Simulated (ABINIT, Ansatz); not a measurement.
# NbInO4 (P2/c): one start, several treatments of the self-energy, part 2 of 2

Wanted: the gap of NbInO4 (P2/c) under several approximations, with cost.

ABINIT 10.8.3; LDA and many-body steps on it, plane waves. Known limits of the many-body steps: not at the basis limit; no spin-orbit coupling; coarse k mesh.

So far. Step 5 (G0W0, Engel-Farid plasmon pole): Against G0W0 in ABINIT (2×2×2 mesh, 232 bands, screening to 141.5 eV, Godby-Needs plasmon pole), the gap moves by +0.020 eV. Step 6 (G0W0, Hybertsen-Louie plasmon pole): Against G0W0 in ABINIT (2×2×2 mesh, 232 bands, screening to 141.5 eV, Godby-Needs plasmon pole), the gap moves by +0.474 eV.

## Step 7: One-shot Hartree-Fock

This step: one-shot Hartree-Fock on LDA, plane waves, norm-conserving pseudopotentials.

File run.abi:

```
acell 3*1.0 Angstrom
rprim 
  4.835500000000 0.000000000000 -0.000000000000
  0.000000000000 5.770900000000 0.000000000000
  -0.101444525800 0.000000000000 5.142999611900
ntypat 3
znucl 41 49 8
natom 12
typat 1 1 2 2 3 3 3 3 3 3 3 3
xred 
  0.000000000000 0.177900000000 0.250000000000
  0.000000000000 0.822100000000 0.750000000000
  0.500000000000 0.682500000000 0.250000000000
  0.500000000000 0.317500000000 0.750000000000
  0.260000000000 0.618000000000 0.901000000000
  0.740000000000 0.618000000000 0.599000000000
  0.740000000000 0.382000000000 0.099000000000
  0.260000000000 0.382000000000 0.401000000000
  0.217000000000 0.898000000000 0.438000000000
  0.783000000000 0.898000000000 0.062000000000
  0.783000000000 0.102000000000 0.562000000000
  0.217000000000 0.102000000000 0.938000000000
pp_dirpath "pseudos"
pseudos "Nb.upf, In.upf, O.upf"
ecut 42
ngkpt 2 2 2
nshiftk 1
shiftk 0 0 0
kptopt 1
chksymbreak 0
istwfk *1
occopt 1
irdwfk 1
optdriver 4
nband 62
gwcalctyp 5
ecutsigx 42
symsigma 1
nkptgw 3
kptgw 
  0.5000000000 0.0000000000 0.0000000000
  0.0000000000 0.5000000000 0.0000000000
  0.0000000000 0.0000000000 0.0000000000
bdgw 
  57 61
  57 60
  57 60
ixc_sigma 40
fftgw 31
indata_prefix "in"
outdata_prefix "out"
tmpdata_prefix "tmp"
```

On the command line:

```sh
$ OMP_NUM_THREADS=1 mpirun -n 16 abinit run.abi > log
```

Numbers of over 12 decimals in the logs are rounded to 6 here.

What it wrote:

```text
.Version 10.8.3 of ABINIT. v10.8.2 released Aug 2026.

 Symmetries : space group P2/c (# 13); Bravais mP (primitive monocl.)
[... echo of the input left out ...]
== DATASET  1 ==================================================================
-   mpi_nproc: 16, omp_nthreads: 1 (-1 if OMP is not activated)

--- !DatasetInfo
iteration_state: {dtset: 1, }
dimensions: {natom: 12, nkpt: 8, mband: 62, nsppol: 1, nspinor: 1, nspden: 1, mpw: 12604, }
cutoff_energies: {ecut:  42.0, pawecutdg:  -1.0, }
[...]
Band     E0 <VxcDFT>   SigX SigC(E0)      Z dSigC/dE  Sig(E)    E-E0       E
[...]
59   8.902 -17.011 -11.396   0.000   1.000   0.000 -11.396   5.615  14.516
       60   9.339 -17.140 -11.734   0.000   1.000   0.000 -11.734   5.406  14.745

== END DATASET(S) ==============================================================
================================================================================

 -outvars: echo values of variables after computation  --------
           etotal      0.0000000000E+00
            nband          62
             nkpt           8
          spgroup          13
 [... the other variables as echoed above ...]

 Calculation completed.
```

Elapsed: 4.8 s, on 16 MPI ranks of Arm Neoverse V2, shared host; peak memory 2.2 GiB; 74 s of CPU time.

Numbers from this step:

```
quasiparticle gap on the points computed              : 14.05 eV
starting gap on the mesh                              : 3.324 eV
k of the valence top                                  : 0, 0.5, 0
k of the conduction bottom                            : 0, 0, 0
least direct quasiparticle gap on the computed points : 14.28 eV
```

Against G0W0 in ABINIT (2×2×2 mesh, 232 bands, screening to 141.5 eV, Godby-Needs plasmon pole), the gap moves by +9.035 eV.

## Step 8: Screening, 2×2×2 mesh, 232 bands, screening to 141.5 eV

This step: RPA screening on LDA, plane waves, norm-conserving pseudopotentials.

Changes to run.abi since step 7:

```diff
@@ -33,18 +33,14 @@
 irdwfk 1
-optdriver 4
-nband 62
-gwcalctyp 5
-ecutsigx 42
-symsigma 1
-nkptgw 3
-kptgw 
-  0.5000000000 0.0000000000 0.0000000000
-  0.0000000000 0.5000000000 0.0000000000
-  0.0000000000 0.0000000000 0.0000000000
-bdgw 
-  57 61
-  57 60
-  57 60
-ixc_sigma 40
-fftgw 31
+optdriver 3
+nband 232
+ecuteps 5.2
+inclvkb 2
+awtr 1
+symchi 1
+gwcalctyp 2
+nfreqre 16
+freqremax 40 eV
+nfreqim 8
+spmeth 1
+nomegasf 120
 indata_prefix "in"
```

What it wrote:

```text
.Version 10.8.3 of ABINIT. v10.8.2 released Aug 2026.

 Symmetries : space group P2/c (# 13); Bravais mP (primitive monocl.)
[... echo of the input left out ...]
== DATASET  1 ==================================================================
-   mpi_nproc: 16, omp_nthreads: 1 (-1 if OMP is not activated)

--- !DatasetInfo
iteration_state: {dtset: 1, }
dimensions: {natom: 12, nkpt: 8, mband: 232, nsppol: 1, nspinor: 1, nspden: 1, mpw: 12604, }
cutoff_energies: {ecut:  42.0, pawecutdg:  -1.0, }
electrons: {nelect:   1.16000000E+02, charge:   0.00000000E+00, occopt:   1.00000000E+00, tsmear:   1.00000000E-02, }

 SCREENING: Calculation of the susceptibility and dielectric matrices

 Based on a program developped by R.W. Godby, V. Olevano, G. Onida, and L. Reining.
 Incorporated in ABINIT by V. Olevano, G.-M. Rignanese, and M. Torrent.
.Using double precision arithmetic ; gwpc =  8

[... cell and pseudopotentials left out ...]
--------------------------------------------------------------------------------

 ==== K-mesh for the wavefunctions ====
 Number of points in the irreducible wedge :     8
[... list of points left out ...]
 Together with  4 symmetry operations and time-reversal symmetry
 yields     8 points in the full Brillouin Zone.

 ==== Q-mesh for the screening function ====
 Number of points in the irreducible wedge :     8
[... list of points left out ...]
 Together with  4 symmetry operations and time-reversal symmetry
 yields     8 points in the full Brillouin Zone.

 setmesh: FFT mesh size selected  =    36x   45x   40
          total number of points  =        64800

 vcoul_init : cutoff-mode = AUXILIARY_FUNCTION
 q-points for optical limit:   1
     1)      0.000010    0.000020    0.000030

- screening: taking advantage of time-reversal symmetry
- Maximum band index for partially occupied states nbvw = 58
- Remaining bands to be divided among processors   nbcw = 174
- Number of bands treated by each node ~10

 Number of electrons calculated from density =  116.0000; Expected =  116.0000
 average of density, n =  0.119773
 r_s =    1.2585
 omega_plasma =   33.3838 [eV]

 calculating chi0 at frequencies [eV] :
  1    0.000000E+00    0.000000E+00
  2    2.666667E+00    0.000000E+00
  3    5.333333E+00    0.000000E+00
[...]
23    0.000000E+00    8.502269E+01
 24    0.000000E+00    1.197129E+02

--------------------------------------------------------------------------------
  q-point number  1        q = ( 0.000000, 0.000000, 0.000000) [r.l.u.]
--------------------------------------------------------------------------------
[... chi0 elements left out ...]
  [... further frequencies ...]

 No. of calculated frequencies >  15, stop printing
 For q-point:  0.000010 0.000020 0.000030
  dielectric constant =   5.4851
  dielectric constant without local fields =   5.9488

  Average fulfillment of the sum rule on Im[epsilon] for q-point    1 :     54.05  [%]
[... wings left out ...]
  q-point number  2        q = ( 0.500000, 0.000000, 0.000000) [r.l.u.]
--------------------------------------------------------------------------------
[... chi0 elements left out ...]
  [... further frequencies ...]

 No. of calculated frequencies >  15, stop printing
  Average fulfillment of the sum rule on Im[epsilon] for q-point    2 :     58.87  [%]

 [... 6 further q-points ...]
```

Wall time 3.7 min (16 MPI ranks); peak memory 21 GiB.

Numbers from this step:

- ε∞ with local fields, on this mesh, along the program's q direction: 5.485
- the same without local fields: 5.949
- plasma frequency: 33.38 eV
- plane waves in the screening matrix: 539

## Step 9: G0W0, contour deformation

This step: G0W0 on LDA, plane waves, norm-conserving pseudopotentials.

Changes to run.abi since step 8:

```diff
@@ -33,14 +33,19 @@
 irdwfk 1
-optdriver 3
+optdriver 4
 nband 232
+gwcalctyp 2
+ecutsigx 42
+symsigma 1
+nkptgw 3
+kptgw 
+  0.5000000000 0.0000000000 0.0000000000
+  0.0000000000 0.5000000000 0.0000000000
+  0.0000000000 0.0000000000 0.0000000000
+bdgw 
+  57 61
+  57 60
+  57 60
 ecuteps 5.2
-inclvkb 2
-awtr 1
-symchi 1
-gwcalctyp 2
-nfreqre 16
-freqremax 40 eV
-nfreqim 8
-spmeth 1
-nomegasf 120
+irdscr 1
+gwmem 01
 indata_prefix "in"
```

What it wrote:

```text
.Version 10.8.3 of ABINIT. v10.8.2 released Aug 2026.

 Symmetries : space group P2/c (# 13); Bravais mP (primitive monocl.)
[... echo of the input left out ...]
== DATASET  1 ==================================================================
-   mpi_nproc: 16, omp_nthreads: 1 (-1 if OMP is not activated)

--- !DatasetInfo
iteration_state: {dtset: 1, }
dimensions: {natom: 12, nkpt: 8, mband: 232, nsppol: 1, nspinor: 1, nspden: 1, mpw: 12604, }
cutoff_energies: {ecut:  42.0, pawecutdg:  -1.0, }
[...]
Band     E0 <VxcDFT>   SigX SigC(E0)      Z dSigC/dE  Sig(E)    E-E0       E
[...]
60   9.339 -17.140 -11.734  -3.526   0.782  -0.279 -15.670   1.470  10.809
       60   0.000   0.000   0.000   0.000   0.000   0.000   0.000   0.000   0.000

== END DATASET(S) ==============================================================
================================================================================

 -outvars: echo values of variables after computation  --------
           etotal      0.0000000000E+00
            nband         232
             nkpt           8
          spgroup          13
 [... the other variables as echoed above ...]

 Calculation completed.
```

Elapsed: 27 s, on 16 MPI ranks; peak memory 5.4 GiB; 7.2 min of CPU time.

Numbers from this step:

- G0W0 gap on the points computed: 4.968 eV
- starting gap on the mesh: 3.324 eV
- k of the valence top: 0.5, 0, 0
- k of the conduction bottom: 0, 0.5, 0
- least direct G0W0 gap on the computed points: 4.970 eV

Against G0W0 in ABINIT (2×2×2 mesh, 232 bands, screening to 141.5 eV, Godby-Needs plasmon pole), the gap moves by −0.052 eV.

## Step 10: Side by side

Times are wall times on 16 MPI ranks of Arm Neoverse V2, shared host, good to a factor of about two. A run's time includes the screening step that it read.

```
                               run   mesh  bands  screening cutoff (eV)  DFT gap (eV)  gap on the mesh (eV)  direct (eV)  ε∞ used     time
    G0W0, Godby-Needs plasmon pole  2×2×2    232                  141.5         3.324                 5.020        5.020     5.40  3.3 min
    G0W0, Engel-Farid plasmon pole  2×2×2    232                  141.5         3.324                 5.040        5.040     5.40  3.2 min
G0W0, Hybertsen-Louie plasmon pole  2×2×2    232                  141.5         3.324                 5.494        5.494     5.40  3.3 min
             one-shot Hartree-Fock  2×2×2      -                      -         3.324                14.055       14.284        -    4.8 s
         G0W0, contour deformation  2×2×2    232                  141.5         3.324                 4.968        4.970     5.49  4.1 min
```

## Step 11: Outcome

* G0W0, Godby-Needs plasmon pole: 5.020 eV
* G0W0, Engel-Farid plasmon pole: 5.040 eV
* G0W0, Hybertsen-Louie plasmon pole: 5.494 eV
* one-shot Hartree-Fock: 14.055 eV
* G0W0, contour deformation: 4.968 eV
* known limits: not at the basis limit; no spin-orbit coupling; coarse k mesh

G0W0, Engel-Farid plasmon pole: +0.020 eV against G0W0, Godby-Needs plasmon pole. G0W0, Hybertsen-Louie plasmon pole: +0.474 eV against G0W0, Godby-Needs plasmon pole. One-shot Hartree-Fock: +9.035 eV against G0W0, Godby-Needs plasmon pole. G0W0, contour deformation: −0.052 eV against G0W0, Godby-Needs plasmon pole. Bare exchange alone opens the gap to 14.05 eV; against G0W0, correlation takes back 9.04 eV. Against experiment, by G0W0, Godby-Needs plasmon pole: the direct gap of 5.02 eV lies +0.32 eV from the measured 4.7 eV (electronic, 300 K, 2024). These are gaps on the mesh, at modest bands and cutoff. The calculation has static nuclei and no excitons; a measured gap holds zero-point and thermal motion, which mostly lowers it. Bands and cutoff are finite, so the gap is not at the basis limit. The miss can reach some tenths of an eV and take either sign; the mesh is an error of its own. In the G0W0 runs levels were corrected at 3 k points alone, so a gap called «on the mesh» is the least over those, and an edge elsewhere would be missed. A denser mesh or path gives a starting gap of 3.25 eV: the GW mesh misses a band edge, so its gaps are not the fundamental one. The 2×2×2 mesh is coarse for this cell, which bears on the long-range parts of exchange and screening. The many-body steps are scalar-relativistic: spin-orbit coupling is not in them.

[Paths, hosts, dates, memory and timing lines, banners, echoed tables and standing remarks are left out of the program output.]

[Logs are printed without paths, hosts, clocks, repeated set-up lines and the standing remarks that a program may print on its own settings, such as how far it seeks lower states.]

[Runs of the session that timed out or met a known fault of the program may be left out.]

[Hosts, paths, dates, database ids (printed as entryN), source tags and the programs' standing remarks are cut or masked in the printed files.]

[G0W0 gaps are taken among the corrected bands and points alone; a level outside them can change the order at an edge.]

[Where Ansatz stands beside ABINIT at settings called matched, ABINIT's density can come from a denser mesh and the files from another edition; pairs whose starting gaps differed by over 0.03 eV were left out, so agreement reads better than it is.]
